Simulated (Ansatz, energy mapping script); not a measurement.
**GdN in the rock-salt structure: exchange couplings from total energies**

How strongly do the moments of GdN in the rock-salt structure couple under PBE+U (6 eV)? The plan is to run several orders and fit a Heisenberg model.

Program: Ansatz 0.2.0. Level of theory: PBE with U = 6 eV on Gd f, ortho-atomic projectors; plane waves, U on orthogonalised atomic orbitals unless named otherwise, collinear spin, no spin–orbit coupling. Results are calculated unless marked as measured.

## 1. Set-up

Symmetry: Fm-3m, No. 225, cubic system. The conventional cell has a = 5.004 Å, b = 5.004 Å, c = 5.004 Å, α = 90.00°, β = 90.00°, γ = 90.00°. Nearest to Gd lie 6 N at 2.50 Å. N has 6 Gd at 2.50 Å nearest. rocksalt prototype, lattice guessed from radii. Farther neighbours and most contacts between anions are not listed.

As a file:

```
Gd N
1.0
     0.00000    2.50208    2.50208
     2.50208    0.00000    2.50208
     2.50208    2.50208    0.00000
Gd N
1 1
Direct
  0.00000 0.00000 0.00000
  0.50000 0.50000 0.50000
```

This cell was built for the study (rocksalt prototype, lattice guessed from radii), not taken from an experiment; the compound need not form in this structure.

The cell was relaxed beforehand in Ansatz under PBE with U = 6 eV on Gd f, ortho-atomic projectors, from parallel moments.

A Hubbard U penalises fractional filling of the shell. It raises the cost of virtual hops to the neighbours, so couplings that rest on such hops usually weaken.

## 2. Which atoms carry moments

One run in the crystal's own cell, under PBE with U = 5.4 eV on Gd f, ortho-atomic projectors, shows which elements keep a moment. Transition or f elements with 0.3 μB or more enter the spin model; moments induced on other atoms do not.

input.yaml reads:

```yaml
crystal:
  lattice:
    - [0.0, 2.502081428, 2.502081428]
    - [2.502081428, 0.0, 2.502081428]
    - [2.502081428, 2.502081428, 0.0]
  atoms:
    - { symbol: Gd, position: [0.0, 0.0, 0.0], spin: 7.0 }
    - { symbol: "N", position: [0.5, 0.5, 0.5] }
magnetization:
  spin_polarized: true
kpoints:
  mp_grid: { grid: [9, 9, 9] }
hamiltonian:
  xc: pbe
  hubbard:
    sites: [{ species: Gd, l: f, u_eff: 5.4 }]
    projectors: ortho-atomic
scf:
  occupations: { method: fermi_dirac, width: 0.05 }
output:
  eigenvalues: true
```

Launch:

```bash
$ ansatz run input.yaml --threads 4 --pin off --max-ram 8192MiB --backend cpu --events-out ev --progress --plain --runs-dir out
```

Numbers of over 12 decimals in the logs are rounded to 6 here.

The program printed:

```text
Engine: ansatz 0.2.0, aarch64-unknown-linux-gnu
Pseudopotentials: kind: paw
Pseudopotential: Gd, paw, valence charge 18, recommended cutoff 420 eV (normal), Gd.paw.azcp
Pseudopotential: N, paw, valence charge 5, recommended cutoff 420 eV (normal), N.paw.azcp
Functional definition: PBE
  parameter kappa = 0.804
  parameter beta = 0.066725
  exchange = pbe_x(kappa = kappa, mu = beta*pi^2/3)
  correlation = pbe_c(beta = beta)
Crystal: 2 atoms, lattice volume = 31.328 Å³
Basis set: ecut = 420 eV, 609 PW (Γ)
Bands: 19, of which v1, the nominal top of the filled ones, is band 12 counted from 1 (11 counted from 0)
Symmetry: 48 space group operations
Space group: Fm-3m (ITA 225), of the structure as read, at distance tolerance 3.2e-5 Å
Magnetic group: BNS 225.116 (UNI 1618), of the structure as read, at distance tolerance 3.2e-5 Å
k-points: 35 of 729
Non-local potential: Gd, projectors of the file, l = 0: 3, l = 1: 2, l = 2: 2, l = 3: 3
Non-local potential: N, projectors of the file, l = 0: 2, l = 1: 2, l = 2: 1
PAW form: soft (Blöchl's): semilocal exchange-correlation on the pseudo side does not see the compensation charge
PAW one-centre angular grid: Gd, 590 points (default); XC on 64 Gauss nodes
PAW one-centre angular grid: N, 110 points (default); XC on 64 Gauss nodes
Initial density: superposition of atomic densities (chi_scale 0.1, normalization cell, long waves kept (reshape's long-wave potential 0.00 eV rms))
Starting moments: Σ|m| = 7 μB on 1 of 2 sites
Initial wavefunctions: pseudopotential atomic-orbital guess
Functional: x = pbe(κ = 0.804, μ = 0.219515), c = pbe(β = 0.066725)
SCF iter   1: F=—  HF=-9718.215851 eV  |F-HF|=—  |Δ(HF+E_count)|=         —  Δρ=5.58e-2 (↑2.90e-2 ↓5.58e-2)  dr2=8.49e-1  dr2_m=3.62e-1  M=7.000 μB ∫|m|=7.126 μB  β_m=0.30  ethr=3.10e-3  ⟨swp⟩=5.7  Hψ=5498  notcnv=0
Mixer restart at iter 1: flushing history
preconditioner: auto → none  [insulator: Δε(μ)=0.207 eV  Ē_g=14.025 eV  σ=0.050 eV  W_gap=0.77  n_scr=14 (ndim 8)  ℏωp=30.4 eV  f_vac=0.000  D(μ)=0.02/eV (n_scr^D=0)  ε∞_Penn≈5.7]
SCF iter   2: F=—  HF=-9718.566911 eV  |F-HF|=—  |Δ(HF+E_count)|=   3.51e-1  Δρ=3.79e-2 (↑2.80e-2 ↓3.79e-2)  dr2=1.92e-1  dr2_m=2.09e-1  M=7.000 μB ∫|m|=7.183 μB  β_m=0.45  ethr=3.10e-3  ⟨swp⟩=2.2  Hψ=2499  notcnv=0  defer=79
SCF iter   3: F=—  HF=-9718.899932 eV  |F-HF|=—  |Δ(HF+E_count)|=   3.33e-1  Δρ=2.57e-2 (↑1.22e-2 ↓2.57e-2)  dr2=2.24e-1  dr2_m=7.21e-2  M=7.000 μB ∫|m|=7.205 μB  β_m=0.57  ethr=8.36e-4  ⟨swp⟩=2.0  Hψ=2232  notcnv=0  defer=79
SCF iter   4: F=—  HF=-9719.098240 eV  |F-HF|=—  |Δ(HF+E_count)|=         —  Δρ=2.18e-3 (↑2.18e-3 ↓1.75e-3)  dr2=3.30e-3  dr2_m=4.79e-4  M=7.000 μB ∫|m|=7.270 μB  β_m=0.57  ethr=8.36e-4  ⟨swp⟩=2.4  Hψ=2385  notcnv=0  defer=79
Mixer restart at iter 4: flushing history
SCF iter   5: F=—  HF=-9719.099281 eV  |F-HF|=—  |Δ(HF+E_count)|=   1.04e-3  Δρ=2.21e-3 (↑1.33e-3 ↓2.21e-3)  dr2=3.15e-3  dr2_m=1.31e-4  M=7.000 μB ∫|m|=7.273 μB  β_m=0.53  ethr=1.44e-5  ⟨swp⟩=2.0  Hψ=2006  notcnv=0  defer=79
SCF iter   6: F=—  HF=-9719.099068 eV  |F-HF|=—  |Δ(HF+E_count)|=   2.13e-4  Δρ=1.32e-3 (↑1.32e-3 ↓5.46e-4)  dr2=1.36e-3  dr2_m=9.27e-5  M=7.000 μB ∫|m|=7.279 μB  β_m=0.48  ethr=1.37e-5  ⟨swp⟩=2.0  Hψ=2163  notcnv=0  defer=79
SCF iter   7: F=—  HF=-9719.098956 eV  |F-HF|=—  |Δ(HF+E_count)|=   1.12e-4  Δρ=5.96e-4 (↑5.96e-4 ↓1.64e-4)  dr2=1.64e-4  dr2_m=3.05e-5  M=7.000 μB ∫|m|=7.283 μB  β_m=0.74  ethr=5.90e-6  ⟨swp⟩=1.5  Hψ=1417  notcnv=0  defer=79
SCF iter   8: F=—  HF=-9719.098973 eV  |F-HF|=—  |Δ(HF+E_count)|=   1.69e-5  Δρ=1.70e-4 (↑1.70e-4 ↓9.13e-5)  dr2=9.53e-6  dr2_m=3.49e-6  M=7.000 μB ∫|m|=7.288 μB  β_m=0.63  ethr=7.13e-7  ⟨swp⟩=1.6  Hψ=1524  notcnv=0  defer=79
SCF iter   9: F=—  HF=-9719.098972 eV  |F-HF|=—  |Δ(HF+E_count)|=   1.01e-6  Δρ=3.77e-5 (↑3.77e-5 ↓2.21e-5)  dr2=1.79e-7  dr2_m=2.16e-7  M=7.000 μB ∫|m|=7.289 μB  β_m=0.72  ethr=4.14e-8  ⟨swp⟩=2.3  Hψ=2145  notcnv=0  defer=79
SCF iter  10: F=-9719.098972 eV  HF=-9719.098972 eV  |F-HF|=2.43e-9  |Δ(HF+E_count)|=   2.74e-7  Δρ=5.05e-6 (↑5.05e-6 ↓4.60e-6)  dr2=7.90e-9  dr2_m=3.18e-9  M=7.000 μB ∫|m|=7.290 μB  ethr=4.35e-10  ⟨swp⟩=4.2  Hψ=4913  notcnv=0
SCF 1 converged in 10 iterations: F = -9719.098972 eV  dr2 = 7.90e-9
[...]
SCF converged after 10 iterations
Magnetization: 7.0000 μB (15.0000 up, 8.0000 down)
Absolute magnetization: 7.2897 μB (∫|ρ↑−ρ↓|, with the PAW one-centre terms)
Spin contamination: 0.0284 ħ² per cell (⟨S²⟩ above its minimum at these occupations)
Per-site moments (μB) at R_I (Å): [(6.932636, 1.032109), (-0.143275, 1.032109)]
Free energy (F): -9719.098972 eV
Harris-Foulkes:  -9719.098972 eV  (|F-HF|=2.43e-9)
Internal energy: -9719.098251 eV  (E = F + TS)
E sigma→0 (E₀):  -9719.098612 eV
Entropy (-TS):   -0.000722 eV (-0.361 meV/atom)
Fermi energy:    14.285399 eV
--- Per-component energies (eV) ---
  E_band       = 44.105311
  E_kinetic    = 536.299771
  E_local      = -1910.157340  (includes V_loc(G=0)·N_el)
  E_nonlocal   = 328.821518
  E_hartree    = 780.088206
  E_xc         = -296.351849
  E_vxc        = -333.149339  (∫ρ·V_xc dr)
  E_hubbard    = 0.162828  (on-site DFT+U / exact-exchange correction)
  E_vhub       = -18.684770  (the Hubbard potential's part of the band-sum identity)
  E_paw        = -6573.549817  (= ΣΔE_a)
  E_vpaw       = -119.198377  (= ΣTr[D̂ρ^β])
  E_aug_tail   = 0.000092  (compensation charges beyond the density's cutoff)
  E_ewald      = -2584.411659
  E_smearing   = -0.000722  (= −TS)
  E_closure    = -0.000000  (closes the sum)
  Σ components = -9719.098972   (vs F -9719.098972, Δ=0.00e0)
--- Band table (eV; the first three rows and the last of 70) ---
  k-point 0 ↑: bands = [... 8 lower, 7.9520, 8.1733, 8.1733, 8.1733, 14.5393, 14.5393, 14.5393, 16.7663, ... 3 higher]
  k-point 1 ↑: bands = [... 8 lower, 7.9648, 8.1564, 8.1564, 8.1739, 13.6658, 14.0255, 14.0255, 16.9393, ... 3 higher]
  k-point 2 ↑: bands = [... 8 lower, 8.0001, 8.1180, 8.1180, 8.1755, 12.2284, 13.1044, 13.1044, 17.3412, ... 3 higher]
  k-point 34 ↓: bands = [... 8 lower, 17.3507, 18.1114, 18.6843, 18.6899, 18.7760, 18.8175, 18.8429, 19.3099, ... 3 higher]
Occupation matrices written to <dir>
```

The job ended after 1 s (4 threads of Arm Neoverse V2, shared host; peak memory 0.36 GiB).

In the SCF lines HF is the Harris–Foulkes energy and dr2 the Hartree energy of the density residual, in eV; the loop may stop once dr2 is under the threshold and the program's other checks hold. Hψ counts applications of the Hamiltonian.

Spin moment in the sphere by atom:

| atom | spin moment in the sphere (μB) |
| --- | --- |
| Gd1 | 6.93 |
| N2 | -0.14 |

The run ends ferromagnetic; Gd carries the moments.

## 3. Seed run in the crystal's own cell

A corrected shell can settle in several orbital fillings. One parallel run, with an occupation width a fifth wider than the orders use, therefore is to supply the occupation matrices. All orders start from them.

input.yaml, the sections that differ from step 2:

```yaml
kpoints:
  mp_grid: { grid: [12, 12, 12] }
hamiltonian:
  xc: pbe
  hubbard:
    sites: [{ species: Gd, l: f, u_eff: 6.0 }]
    projectors: ortho-atomic
scf:
  occupations: { method: fermi_dirac, width: 0.06 }
# crystal, magnetization, output: as in step 2
```

The program printed:

```text
[...]
Crystal: 2 atoms, lattice volume = 31.328 Å³
Basis set: ecut = 420 eV, 609 PW (Γ)
Bands: 19, of which v1, the nominal top of the filled ones, is band 12 counted from 1 (11 counted from 0)
Symmetry: 48 space group operations
[...]
k-points: 72 of 1728
[...]
Starting moments: Σ|m| = 7 μB on 1 of 2 sites
[...]
SCF iter   1: F=—  HF=-9718.153856 eV  |F-HF|=—  |Δ(HF+E_count)|=         —  Δρ=5.70e-2 (↑2.90e-2 ↓5.70e-2)  dr2=8.81e-1  dr2_m=3.75e-1  M=7.000 μB ∫|m|=7.138 μB  β_m=0.30  ethr=3.10e-3  ⟨swp⟩=5.6  Hψ=11323  notcnv=0
[...]
SCF iter   2: F=—  HF=-9718.529328 eV  |F-HF|=—  |Δ(HF+E_count)|=   3.75e-1  Δρ=3.86e-2 (↑2.84e-2 ↓3.86e-2)  dr2=1.97e-1  dr2_m=2.18e-1  M=7.000 μB ∫|m|=7.195 μB  β_m=0.45  ethr=3.10e-3  ⟨swp⟩=2.4  Hψ=5425  notcnv=0  defer=162
[...]
spin=Collinear: Kerker preconditioning applied to the charge; magnetization (m = ρ↑ − ρ↓) channel mixes plain (no charge-response kernel on spin).
SCF iter   3: F=—  HF=-9718.854676 eV  |F-HF|=—  |Δ(HF+E_count)|=   3.25e-1  Δρ=2.38e-2 (↑1.32e-2 ↓2.38e-2)  dr2=7.08e-2  dr2_m=7.35e-2  M=7.000 μB ∫|m|=7.226 μB  β_m=0.71  ethr=8.56e-4  ⟨swp⟩=2.1  Hψ=4386  notcnv=0  defer=164
[...]
SCF iter  10: F=-9719.082421 eV  HF=-9719.082421 eV  |F-HF|=3.57e-9  |Δ(HF+E_count)|=   1.10e-7  Δρ=3.71e-6 (↑2.94e-6 ↓3.71e-6)  dr2=1.13e-9  dr2_m=2.70e-9  M=7.000 μB ∫|m|=7.295 μB  ethr=1.87e-10  ⟨swp⟩=4.1  Hψ=9563  notcnv=0
SCF 1 converged in 10 iterations: F = -9719.082421 eV  dr2 = 1.13e-9
[...]
SCF converged after 10 iterations
Magnetization: 6.9999 μB (14.9999 up, 8.0001 down)
Absolute magnetization: 7.2954 μB (∫|ρ↑−ρ↓|, with the PAW one-centre terms)
[...]
Per-site moments (μB) at R_I (Å): [(6.935670, 1.032109), (-0.146125, 1.032109)]
Free energy (F): -9719.082421 eV
[...]
Internal energy: -9719.081601 eV  (E = F + TS)
E sigma→0 (E₀):  -9719.082011 eV
Entropy (-TS):   -0.000820 eV (-0.410 meV/atom)
Fermi energy:    14.344555 eV
[...]
--- Band table (eV; the first three rows and the last of 144) ---
  k-point 0 ↑: bands = [... 8 lower, 7.6350, 7.8558, 7.8558, 7.8558, 14.5351, 14.5351, 14.5351, 16.7641, ... 3 higher]
  k-point 1 ↑: bands = [... 8 lower, 7.6424, 7.8461, 7.8461, 7.8562, 13.9884, 14.2229, 14.2229, 16.8777, ... 3 higher]
  k-point 2 ↑: bands = [... 8 lower, 7.6637, 7.8211, 7.8211, 7.8571, 12.9424, 13.5639, 13.5639, 17.0965, ... 3 higher]
  k-point 71 ↓: bands = [... 8 lower, 17.8244, 17.8244, 18.9754, 18.9754, 19.0592, 19.1013, 19.1123, 19.6331, ... 3 higher]
Occupation matrices written to <dir>
```

Elapsed: 1.6 s, on 4 threads; peak memory 0.41 GiB.

Read from the output:

| Item | Value |
| --- | --- |
| final state | ferromagnetic |
| electrons in the corrected shells | 7.037 e |
| largest moment | 6.936 μB |

## 4. Order 1: parallel, cell A of 4 atoms

The parallel order is the zero of energy for this cell and mesh.

input.yaml reads:

```yaml
crystal:
  lattice:
    - [0.0, -2.502081428, -2.502081428]
    - [-2.502081428, 0.0, -2.502081428]
    - [2.502081428, 2.502081428, -5.004162856]
  atoms:
    - { symbol: Gd, position: [0.5, 0.5, 0.5], spin: 7.0 }
    - { symbol: Gd, position: [0.0, 0.0, 0.0], spin: 7.0 }
    - { symbol: "N", position: [0.75, 0.75, 0.75] }
    - { symbol: "N", position: [0.25, 0.25, 0.25] }
magnetization:
  spin_polarized: true
kpoints:
  mp_grid: { grid: [12, 12, 12] }
hamiltonian:
  xc: pbe
  hubbard:
    sites:
      - { species: Gd, l: f, u_eff: 6.0 }
      - { site: 0, l: f, u_eff: 6.0, starting_ns: [{ spin: up, occupation_matrix: gd1_major }, { spin: down, occupation_matrix: gd1_minor }] }
      - { site: 1, l: f, u_eff: 6.0, starting_ns: [{ spin: up, occupation_matrix: gd1_major }, { spin: down, occupation_matrix: gd1_minor }] }
    projectors: ortho-atomic
    occupation_matrices:
      gd1_major:
        matrix:
          - [0.998, 0.0, 0.0, 0.0, 0.0, 0.0, 0.0]
          - [0.0, 0.999, 0.0, 0.0, 0.0, 0.0, 0.0]
          - [0.0, 0.0, 0.999, 0.0, 0.0, 0.0, 0.0]
          - [0.0, 0.0, 0.0, 0.999, 0.0, 0.0, 0.0]
          - [0.0, 0.0, 0.0, 0.0, 0.999, 0.0, 0.0]
          - [0.0, 0.0, 0.0, 0.0, 0.0, 0.998, 0.0]
          - [0.0, 0.0, 0.0, 0.0, 0.0, 0.0, 0.998]
      gd1_minor:
        matrix:
          - [0.011, 0.0, 0.0, 0.0, 0.0, 0.0, 0.0]
          - [0.0, 0.007, 0.0, 0.0, 0.0, -0.004, 0.0]
          - [0.0, 0.0, 0.007, 0.0, 0.0, 0.0, 0.004]
          - [0.0, 0.0, 0.0, 0.004, 0.0, 0.0, 0.0]
          - [0.0, 0.0, 0.0, 0.0, 0.001, 0.0, 0.0]
          - [0.0, -0.004, 0.0, 0.0, 0.0, 0.009, 0.0]
          - [0.0, 0.0, 0.004, 0.0, 0.0, 0.0, 0.009]
scf:
  occupations: { method: fermi_dirac, width: 0.05 }
output:
  eigenvalues: true
  write_density: true
  write_potential: true
  elf: true
  volumetric_format: npy
```

The program printed:

```text
Warning: crystal.symmetry: narrowed to the stabiliser of the occupation matrices — unitary ops 24 → 8; lowered by the specified shells (site 0, l: f), (site 1, l: f); largest admitted image defect 1.3e-15, smallest excluded 1.1e-3 — at a rounding scale rather than a splitting's, so precision (not physics) most likely lowered the group: (i) a fixed point transcribed at too few decimals — re-emit the block at full precision (to 7 decimals or more, rounded to nearest) from a symmetrised source (a converged report's `n_mat` / `n_mat_spinor`) (of a frozen-density pass: in the run whose state it reads); [rest of the remark cut]
[...]
Crystal: 4 atoms, lattice volume = 62.656 Å³
Basis set: ecut = 420 eV, 1219 PW (Γ)
Bands: 36, of which v1, the nominal top of the filled ones, is band 23 counted from 1 (22 counted from 0)
Symmetry: 8 space group operations
k-points: 476 of 1728
[...]
Starting moments: Σ|m| = 14 μB on 2 of 4 sites
[...]
SCF iter   1: F=—  HF=-19438.265467 eV  |F-HF|=—  |Δ(HF+E_count)|=         —  Δρ=6.38e-2 (↑2.90e-2 ↓6.38e-2)  dr2=2.14e0  dr2_m=8.88e-1  M=14.000 μB ∫|m|=14.308 μB  β_m=1.00  ethr=3.10e-3  ⟨swp⟩=5.7  Hψ=124975  notcnv=0  defer=9
[...]
spin=Collinear: Resta preconditioning applied to the charge; magnetization (m = ρ↑ − ρ↓) channel mixes plain (no charge-response kernel on spin).
SCF iter   2: F=—  HF=-19438.064989 eV  |F-HF|=—  |Δ(HF+E_count)|=   2.00e-1  Δρ=2.23e-2 (↑1.90e-2 ↓2.23e-2)  dr2=6.12e-1  dr2_m=1.13e-2  M=14.000 μB ∫|m|=14.453 μB  β_m=1.00  ethr=3.10e-3  ⟨swp⟩=3.1  Hψ=70414  notcnv=0  defer=1884
[...]
SCF iter   5: F=—  HF=-19438.142277 eV  |F-HF|=—  |Δ(HF+E_count)|=   2.03e-2  Δρ=1.97e-3 (↑1.97e-3 ↓1.20e-3)  dr2=2.30e-3  dr2_m=3.23e-4  M=14.000 μB ∫|m|=14.569 μB  β_m=0.30  ethr=7.53e-6  ⟨swp⟩=2.0  Hψ=60839  notcnv=0  defer=1880
[...]
spin-set hold released at iteration 5 (site moments contracting): the magnetisation degrees of freedom join the quasi-Newton model from the next iteration; the mixer history was flushed
SCF iter   6: F=—  HF=-19438.152851 eV  |F-HF|=—  |Δ(HF+E_count)|=   1.06e-2  Δρ=1.52e-3 (↑1.52e-3 ↓1.00e-3)  dr2=1.64e-3  dr2_m=1.67e-4  M=14.000 μB ∫|m|=14.572 μB  β_m=0.65  ethr=5.00e-6  ⟨swp⟩=2.0  Hψ=51706  notcnv=0  defer=1880
[...]
SCF iter  12: F=-19438.164457 eV  HF=-19438.164457 eV  |F-HF|=1.11e-8  |Δ(HF+E_count)|=   4.42e-8  Δρ=2.94e-6 (↑2.78e-6 ↓2.94e-6)  dr2=5.03e-9  dr2_m=3.27e-9  M=14.000 μB ∫|m|=14.591 μB  ethr=2.17e-10  ⟨swp⟩=8.3  Hψ=117130  notcnv=0
SCF 1 converged in 12 iterations: F = -19438.164457 eV  dr2 = 5.03e-9
[...]
SCF converged after 12 iterations
Magnetization: 13.9999 μB (30.0000 up, 16.0000 down)
Absolute magnetization: 14.5914 μB (∫|ρ↑−ρ↓|, with the PAW one-centre terms)
[...]
Per-site moments (μB) at R_I (Å): [(6.935720, 1.03210858905), (6.935720, 1.032109), (-0.146225, 1.03210858905), (-0.146225, 1.032109)]
Free energy (F): -19438.164457 eV
[...]
Internal energy: -19438.163114 eV  (E = F + TS)
E sigma→0 (E₀):  -19438.163785 eV
Entropy (-TS):   -0.001343 eV (-0.336 meV/atom)
Fermi energy:    14.345249 eV
[...]
--- Specified on-site occupations, and those of the state reported ---
  electrons in the specified blocks: 14.0760 specified, 14.0739 found
  site 1 (l=f) ↓: largest change of an orbital's occupation 0.0008; electrons 0.0480 specified, 0.0466 found; spectral distance 0.0012
[...]
site 0 (l=f) ↑: largest change of an orbital's occupation 0.0006; electrons 6.9900 specified, 6.9904 found; spectral distance 0.0005
[...]
--- Band table (eV; the first three rows and the last of 952) ---
  k-point 0 ↑: bands = [... 19 lower, 7.8559, 7.8559, 7.8559, 7.8612, 7.9587, 10.0270, 11.8323, 11.8323, ... 9 higher]
  k-point 1 ↑: bands = [... 19 lower, 7.8534, 7.8534, 7.8560, 7.8611, 7.9399, 10.0937, 11.8642, 11.8642, ... 9 higher]
  k-point 2 ↑: bands = [... 19 lower, 7.8462, 7.8462, 7.8562, 7.8608, 7.8908, 10.2845, 11.9588, 11.9588, ... 9 higher]
  k-point 475 ↓: bands = [... 19 lower, 18.8562, 18.9100, 18.9100, 18.9873, 18.9873, 19.0294, 19.0294, 19.1022, ... 9 higher]
Occupation matrices written to <dir>
```

It took 36 s on 4 threads; peak memory 1.8 GiB.

Spin moment in the sphere by atom:

| atom | spin moment in the sphere (μB) |
| --- | --- |
| Gd1 | 6.94 |
| Gd2 | 6.94 |
| N3 | -0.15 |
| N4 | -0.15 |

The run ends ferromagnetic.

Spin density in the ac plane at fractional y = 0.000, with atoms of Gd within 0.2 Å of it.

Ten even steps from '0' (0 e/Å³) to '9' (14 e/Å³), each cell a mean:
```
76200000000015
33100000000001
00000000000000
00000000000000
00000000000000
00000000000000
00000000000000
00000000000000
00000000000000
00000000000000
00000000000000
00000000000000
00000000000000
00000000000000
00000000000000
00000000000000
00000000000000
00000000000000
00000000000000
00000000000000
00000000000000
21000000000012
63100000000036
96200000000037
```
Columns run along a (3.5 Å), rows up along c (6.1 Å). Atoms in or near the plane, at fractional coordinates: Gd at (0.00, 0.00).

ELF in the ac plane at fractional y = 0.000, with atoms of Gd within 0.2 Å of it. It is the smooth field of the valence electrons, not physical close to the nuclei.

Ten even steps from '0' (0.06) to '9' (0.83), each cell a mean:
```
47995100003898
99984102211589
99973125531258
56631147874113
11100368998520
00001479999852
10002579999874
21002467888875
20001245666654
10000013344432
00000000111111
00000000000000
00111110000000
12233322100000
24566654310001
35788887531001
25789998741000
13689998741000
01368998620011
42136887411355
86312565213789
99831132015999
69972000016997
16984000016994
```
Columns run along a (3.5 Å), rows up along c (6.1 Å). Atoms in or near the plane, at fractional coordinates: Gd at (0.00, 0.00).

(Continued in part 2 of 3.)

[Logs and program files are shortened in this print: banners, set-up blocks, solver, clock and traceback lines can be left out without a mark of their own.]

[Logs are printed without paths, hosts, clocks, repeated set-up lines and the standing remarks that a program may print on its own settings, such as how far it seeks lower states.]

[Hosts, paths, dates, database ids (printed as entryN), source tags and the programs' standing remarks are cut or masked in the printed files.]

[Where a cell is said to come from a database of computed structures, the database is the Materials Project.]
